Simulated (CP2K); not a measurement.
Consider ethylene carbonate at its PBE geometry (Å).

```xyz
10

O     2.7154   -0.1310   -0.1527
C     1.5147   -0.0754   -0.0748
O     0.6948   -1.0959    0.3725
C    -0.6832   -0.7284    0.1172
C    -0.6164    0.7915   -0.0496
O     0.7653    1.0256   -0.4227
H    -1.2914   -1.0513    0.9691
H    -1.0186   -1.2420   -0.7952
H    -1.2606    1.1737   -0.8484
H    -0.8201    1.3331    0.8846
```

Method: CP2K XAS_TDP, all-electron GAPW, PBEh(45%), aug-cc-pVDZ, TDA, GW2X-corrected core level, no relativity.

Question: Where do the O K-edge lines lie, and how strong are they?

Leading lines: O1 533.32 eV and O3 536.66 eV. The leading line of an atom is its first one with 35 % of the strongest within 2.5 eV of its lowest line over the strength cut. Core ionisation energies at this level: O1 538.10 and O3 539.73 eV.

The first six lines of each atom with a strength over 0.0015:

| atom | energy (eV) | states | strength, one atom | above the computed threshold |
| --- | --- | --- | --- | --- |
| O1 (bonded to C) | 533.32 | 1 | 0.0383 |  |
|  | 536.39 | 1 | 0.0015 |  |
|  | 538.05 | 1 | 0.0033 |  |
|  | 538.30 | 1 | 0.0073 | yes |
|  | 539.26 | 1 | 0.0057 | yes |
|  | 540.57 | 1 | 0.0056 | yes |
| O3 (bonded to 2 C), 2 alike | 536.66 | 1 | 0.0202 |  |
|  | 536.77 | 1 | 0.0219 |  |
|  | 537.73 | 1 | 0.0066 |  |
|  | 538.63 | 1 | 0.0229 |  |
|  | 538.74 | 1 | 0.0066 |  |
|  | 539.65 | 1 | 0.0080 |  |

Lines are vertical, at one geometry, with no vibrational structure. GW2X ionisation energies and lines can be off by 1 to 2 eV either way, and a good line position may hide errors that cancel. These values hold no scalar relativity, about 0.4 eV for O 1s. Rydberg lines, and the discretised continuum above threshold, depend on the basis and the box.

[Banner, clock and machine lines of the logs are left out without a mark of their own.]

[Logs are printed without paths, hosts, clocks, repeated set-up lines and the standing remarks that a program may print on its own settings, such as how far it seeks lower states.]

[Hosts, paths, dates, database ids (printed as entryN), source tags and the programs' standing remarks are cut or masked in the printed files.]
